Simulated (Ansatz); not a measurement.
## GaSn (hypothetical, Fm-3m): thermal expansion from first principles

Aim: the lattice, expansion, heat capacity and bulk modulus of GaSn (hypothetical) as it warms. The compound is hypothetical: it was made by swapping elements on a known structure type.

Program: Ansatz 0.2.0. Level of theory: DFT PBEsol, scalar-relativistic, plane waves, PAW. Results are calculated unless marked as measured.

Report form: the programs' logs are mostly left out.

## (1) The structure

Symmetry: Fm-3m, No. 225, cubic system. Conventional cell: a = 4.288 Å, b = 4.288 Å, c = 4.288 Å, α = 90.00°, β = 90.00°, γ = 90.00°. Sn has 6 Ga at 2.14 Å nearest. Nearest to Ga lie 6 Sn at 2.14 Å. Farther neighbours are not listed.

## (2) A first coarse run

A cheap single point shows whether the cell is a metal or an insulator and how far it is from rest; that sets the k-mesh and the occupations of what follows.

File input.yaml:

```yaml
crystal:
  lattice:
    - [0.0, 2.14418, 2.14418]
    - [2.14418, 0.0, 2.14418]
    - [2.14418, 2.14418, 0.0]
  atoms:
    - { symbol: Sn, position: [0.5, 0.5, 0.5] }
    - { symbol: Ga, position: [0.0, 0.0, 0.0] }
kpoints:
  mp_grid: { grid: [8, 8, 8] }
hamiltonian:
  xc: pbesol
scf:
  occupations: { method: gaussian, width: 0.1 }
output:
  forces: true
  stress: true
  eigenvalues: true
```

Started as:

```sh
ansatz run input.yaml --threads 4 --pin off --max-ram 8192MiB --backend cpu --events-out ev --progress --plain --runs-dir out
```

Elapsed: 0.37 s, on 4 threads of Arm Neoverse V2, shared host; peak memory 0.27 GiB.

This step gave:

```
pressure          : 359.5 GPa
volume per atom   : 9.858 Å³
gap on the k-mesh : 0 eV
```

The start is under 359 GPa at this level and looks like a metal on this mesh.

## (3) A loose first relaxation

The start is far from rest, so a relaxation with loose thresholds first brings it near the minimum.

Changes to input.yaml since step 2:

```diff
@@ -18 +18,6 @@
   eigenvalues: true
+relax:
+  adjacent_minimum: "off"
+  f_tol: 0.05
+  max_steps: 80
+  cell: { stress_tol: 0.5 }
```

The job ended after 3.9 s (4 threads; peak memory 0.31 GiB).

Step by step:

```tsv
step	energy less that of the first step (eV)	largest force component (eV/Å)	pressure (GPa)	volume (Å³)
1	0.0000	0.0000	359.47	19.72
2	-5.2571	0.0000	212.62	22.74
3	-8.6502	0.0000	123.86	26.06
4	-10.7487	0.0000	66.95	29.69
5	-11.9048	0.0000	26.81	33.75
6	-12.1391	0.0000	-8.21	38.16
7	-12.1693	0.0000	0.27	37.03
8*	-12.7359	0.0000	20.74	37.03
9	-13.0098	0.0000	11.84	39.79
10	-13.1985	0.0000	2.91	44.16
11	-13.2140	0.0000	0.48	45.80
12*	-13.2173	0.0000	0.46	45.80
```

Relaxation steps marked * repeat the geometry before them on a plane-wave basis chosen anew for their cell, so energy and pressure can jump there.

The run keeps the 48 symmetry operations that it works with, so distortions that break them were not tested.

```tsv
cell as run	before	after	change
a (Å)	3.032	4.016	+32.4 %
b (Å)	3.032	4.016	+32.4 %
c (Å)	3.032	4.016	+32.4 %
volume (Å³/atom)	9.86	22.90	+132.3 %
```

Final coordinates:

```
Sn Ga
1.0
     0.00000    2.83972    2.83972
     2.83972    0.00000    2.83972
     2.83972    2.83972    0.00000
Sn Ga
1 1
Direct
  0.50000 0.50000 0.50000
  0.00000 0.00000 0.00000
```

This step gave:

| Quantity | Value |
| --- | --- |
| pressure | 0.4625 GPa |
| volume per atom | 22.90 Å³ |

The relaxation ends with a pressure of 0.46 GPa.

## (4) Finding the static equilibrium

Phonons are second derivatives about a minimum, so cell and atoms are relaxed first, inside the symmetry of the start.

input.yaml, the sections that differ from step 3:

```yaml
crystal:
  lattice:
    - [0.0, 2.839718723, 2.839718723]
    - [2.839718723, 0.0, 2.839718723]
    - [2.839718723, 2.839718723, 0.0]
  atoms:
    - { symbol: Sn, position: [0.5, 0.5, 0.5] }
    - { symbol: Ga, position: [0.0, 0.0, 0.0] }
kpoints:
  mp_grid: { grid: [12, 12, 12] }
relax:
  adjacent_minimum: "off"
  f_tol: 0.005
  max_steps: 80
  cell: { stress_tol: 0.05 }
# hamiltonian, scf, output: as in step 3
```

It took 2.9 s on 4 threads; peak memory 0.36 GiB; 10 s of CPU time.

The steps of the relaxation:

```tsv
step	energy less that of the first step (eV)	largest force component (eV/Å)	pressure (GPa)	volume (Å³)
1	0.0000	0.0000	0.19	45.80
2	0.0000	0.0000	-0.09	46.03
3	-0.0001	0.0000	0.00	45.96
4*	-0.0001	0.0000	0.00	45.96
```

Relaxation steps marked * repeat the geometry before them on a plane-wave basis chosen anew for their cell, so energy and pressure can jump there.

The run keeps the 48 symmetry operations that it works with, so distortions that break them were not tested.

```tsv
conventional cell, symmetrised	before	after	change
a (Å)	5.679	5.686	+0.1 %
b (Å)	5.679	5.686	+0.1 %
c (Å)	5.679	5.686	+0.1 %
volume (Å³/atom)	22.90	22.98	+0.3 %
```

Final coordinates:

```
Sn Ga
1.0
     0.00000    2.84295    2.84295
     2.84295    0.00000    2.84295
     2.84295    2.84295    0.00000
Sn Ga
1 1
Direct
  0.50000 0.50000 0.50000
  0.00000 0.00000 0.00000
```

Numbers from this step:

```
pressure        : -9.33e-4 GPa
volume per atom : 22.98 Å³
```

The cell grew by 0.3 % in volume.

## (5) Tight relaxation

The relaxation is repeated with tighter thresholds on force and stress, since phonons are sensitive to what is left; a change of mesh or smearing in the input moves the cell too.

input.yaml, the sections that differ from step 4:

```yaml
crystal:
  lattice:
    - [0.0, 2.8429452195, 2.8429452195]
    - [2.8429452195, 0.0, 2.8429452195]
    - [2.8429452195, 2.8429452195, 0.0]
  atoms:
    - { symbol: Sn, position: [0.5, 0.5, 0.5] }
    - { symbol: Ga, position: [0.0, 0.0, 0.0] }
scf:
  occupations: { method: methfessel_paxton, width: 0.2 }
relax:
  adjacent_minimum: "off"
  f_tol: 0.001
  max_steps: 60
  cell: { stress_tol: 0.01 }
# kpoints, hamiltonian, output: as in step 4
```

It took 1.7 s on 4 threads; peak memory 0.37 GiB; 6 s of CPU time.

Little changed from the start: no atom moved by 0.005 Å and no cell edge by 0.1 %.

This step gave:

- pressure: 0.008375 GPa

The residual pressure is 0.0084 GPa, small enough for phonons.

## (6) Phonons on strained cells, q-mesh 2×2×2

Thermal expansion follows from how the free energy of the vibrations (and of the electrons in a metal) changes with strain, so the program makes strained cells, their phonons and a fit in one run.

input.yaml, the sections that differ from step 5:

```yaml
output:
  eigenvalues: true
phonons:
  method: dfpt
  qmesh: [2, 2, 2]
  temperatures: { t_max: 530.0, t_step: 50 }
  thermal_expansion: {}
# crystal, kpoints, hamiltonian, scf: as in step 5
# relax: removed
```

Run time: 71 s. Hardware: 4 threads; peak memory 1.4 GiB; 4.4 min of CPU time.

The run ended with an error.

The program's message: “vibrations stand at or below zero in cell 4 (0.750 modes a cell, the lowest at -19.0 cm⁻¹): the crystal is at no minimum there, or its k-points are too few: type the crystal that it becomes, another p …”

## (7) Phonons on strained cells, q-mesh 4×4×4

The study relaxes the crystal at several strains, solves the phonons on some of them and minimises the free energy at each temperature (static energy, vibrations, the electrons in a metal, and PV under a set pressure); the q-mesh sets how far the force constants reach.

Changes to input.yaml since step 6:

```diff
@@ -18,3 +18,3 @@
   method: dfpt
-  qmesh: [2, 2, 2]
+  qmesh: [4, 4, 4]
   temperatures: { t_max: 530.0, t_step: 50 }
```

Wall time 7.1 min (4 threads); peak memory 4.1 GiB; 28 min of CPU time.

The run ended with an error.

The program's message: “vibrations stand at or below zero in cell 4 (0.281 modes a cell, the lowest at -19.0 cm⁻¹): the crystal is at no minimum there, or its k-points are too few: type the crystal that it becomes, another p …”

## (8) Phonons of the refused cell

The study refused this cell, so its phonons are run alone to see which modes are imaginary.

input.yaml, the sections that differ from step 7:

```yaml
phonons:
  method: dfpt
  qmesh: [4, 4, 4]
  temperatures: { t_max: 1000, t_step: 50 }
  qpath:
    path:
      - [[0.0, 0.0, 0.0], [0.5, 0.0, 0.5], [0.625, 0.25, 0.625]]
      - [[0.375, 0.375, 0.75], [0.0, 0.0, 0.0], [0.5, 0.5, 0.5], [0.5, 0.25, 0.75], [0.5, 0.0, 0.5]]
    npoints: 10
# crystal, kpoints, hamiltonian, scf, output: as in step 7
```

It took 4.5 min on 4 threads; peak memory 3.4 GiB.

Numbers from this step:

* Γ frequencies: 0, 0, 0, 143.8, 143.8, 143.8 cm⁻¹ (negative: imaginary)
* lowest frequency on the path: -30.58 cm⁻¹
* point group: m-3m
* highest frequency: 171.5 cm⁻¹

No LO-TO term. The phonon branches at the labelled points (cm⁻¹):

```tsv
point	branch 1	branch 2	branch 3	branch 4	branch 5	branch 6
Γ	0	0	0	144	144	144
halfway	4	4	46	122	150	150
X	-19	-19	24	157	157	172
halfway	15	23	31	152	154	170
U	37	43	55	139	143	165
jump to K	37	43	55	139	143	165
halfway	-21	76	80	110	112	152
Γ	0	0	0	144	144	144
halfway	54	54	67	121	128	128
L	71	71	92	106	106	120
halfway	50	52	84	113	140	142
W	10	10	88	116	162	162
halfway	-30	33	55	140	158	168
X	-19	-19	24	157	157	172
```

The phonon density of states has structure finer than the step of the table below, so its rows give means over 10 cm⁻¹, whole bins alone (the curve runs from -31 to 171 cm⁻¹). Peaks (cm⁻¹: height): 71.0: 0.0504, 83.0: 0.0638, 115.0: 0.0746, 149.0: 0.0707.

Tetrahedra on 20 20 20, mean over bins of 2 cm⁻¹. Phonon density of states against wavenumber; means over each step:

```tsv
wavenumber (cm⁻¹)	phonon density of states (1/cm⁻¹/cell)
-20	0.0109
-10	0.0101
0	0.0105
10	0.0123
20	0.0158
30	0.0308
40	0.0383
50	0.0367
60	0.0389
70	0.0451
80	0.0421
90	0.00649
100	1.9e-5
110	0.0378
120	0.0552
130	0.0465
140	0.0529
150	0.0676
160	0.0344
```

No LO-TO term. The modes at Γ (shares of kinetic energy by element, %):

```tsv
mode	frequency (cm⁻¹)	symmetry	Sn %	Ga %
1	0.0	T1u	63	37
2	0.0	T1u	63	37
3	0.0	T1u	63	37
4	143.8	T1u	37	63
5	143.8	T1u	37	63
6	143.8	T1u	37	63
```

Displacements in mode 5 (143.8 cm⁻¹), the largest set to 1:
```
Sn1  0.00 -0.24 -0.59
Ga2  0.00  0.41  1.00
```

Lowest modes at the softest wavevector of the mesh; phase exp(i q.(R + tau)). The modes at q = (0.500, 0.500, 0.000) (shares of kinetic energy by element, %) (negative means imaginary):

```tsv
mode	frequency (cm⁻¹)	Sn %	Ga %
1	-19.1	60	40
2	-19.1	60	40
3	24.3	58	42
4	157.3	40	60
5	157.3	40	60
6	171.5	42	58
```

Displacements in mode 1 (-19.1 cm⁻¹), the largest set to 1, in the home cell:
```
Sn1 -0.94  0.00  0.00
Ga2  1.00  0.00  0.00
```

Displacements in mode 6 (171.5 cm⁻¹), the largest set to 1, in the home cell:
```
Sn1  0.00  0.00 -0.65
Ga2  0.00  0.00  1.00
```

The modes has structure finer than the step of the table below, so its rows give means over 5 cm⁻¹, whole bins alone (the curve runs from -39.9 to 186 cm⁻¹). Peaks (cm⁻¹: height): Ga 34.0: 0.0154, 113.7: 0.0575, 149.2: 0.0431; Sn -15.8: 0.00922, 55.4: 0.0294, 63.9: 0.0367, 72.4: 0.0433, 82.4: 0.0411, 150.6: 0.0263.

Phonopy on the run's constants, 17x17x17 mesh, Gaussian sigma 2.0 cm⁻¹. Modes against wavenumber; means over each step; values in 1/cm⁻¹/cell:

```tsv
wavenumber (cm⁻¹)	Ga	Sn
-35	6.6e-5	9.5e-5
-30	0.00122	0.00181
-25	0.00363	0.00548
-20	0.00546	0.00837
-15	0.00561	0.00869
-10	0.00507	0.00790
-5	0.00278	0.00436
0	0.00137	0.00219
5	0.00237	0.00375
10	0.00339	0.00539
15	0.00593	0.00965
20	0.00582	0.00940
25	0.00903	0.0143
30	0.0123	0.0201
35	0.0147	0.0239
40	0.0138	0.0237
45	0.0133	0.0250
50	0.0114	0.0229
55	0.0122	0.0279
60	0.00961	0.0258
65	0.0102	0.0334
70	0.00722	0.0369
75	0.00563	0.0357
80	0.00435	0.0363
85	0.00246	0.0313
90	4.4e-4	0.00618
95	9.9e-6	2.3e-4
100	2.0e-4	3.2e-6
105	0.00791	2.6e-4
110	0.0385	0.00245
115	0.0546	0.00592
120	0.0437	0.00932
125	0.0361	0.0112
130	0.0324	0.0129
135	0.0323	0.0150
140	0.0337	0.0178
145	0.0393	0.0227
150	0.0423	0.0260
155	0.0360	0.0232
160	0.0204	0.0136
165	0.00969	0.00663
170	0.00332	0.00233
175	2.5e-4	1.8e-4
180	4.0e-7	2.0e-7
```

The lowest solved frequency is -19.1 cm⁻¹, so the cell is unstable here and gives no valid free energy.

## (9) Summary of results

```
lowest frequency at the solved wavevectors : -19.1 cm⁻¹
```

What this shows: With imaginary harmonic modes at the relaxed cell the quasi-harmonic free energy is undefined, so no expansion is obtained for this phase at this level. The softest solved mode is 19i cm⁻¹ at q = (0, -0.5, -0.5), and 1 of 8 solved wavevectors carry a mode beyond 8i cm⁻¹. In a metal soft modes also hang on the k-mesh and the smearing, which were not converged here. The PAW files were made for PBE and are used here under another functional, for which the program regenerates the frozen cores.

[Logs are printed without paths, hosts, clocks, repeated set-up lines and the standing remarks that a program may print on its own settings, such as how far it seeks lower states.]

[Hosts, paths, dates, database ids (printed as entryN), source tags and the programs' standing remarks are cut or masked in the printed files.]

[A step with changed settings may run another functional than the one named; its input shows which.]

[Pressures of single members of a volume series are the stress at the run's cutoff; with an incomplete basis they can lie off −dE/dV of the same runs, and they are not shown converged.]
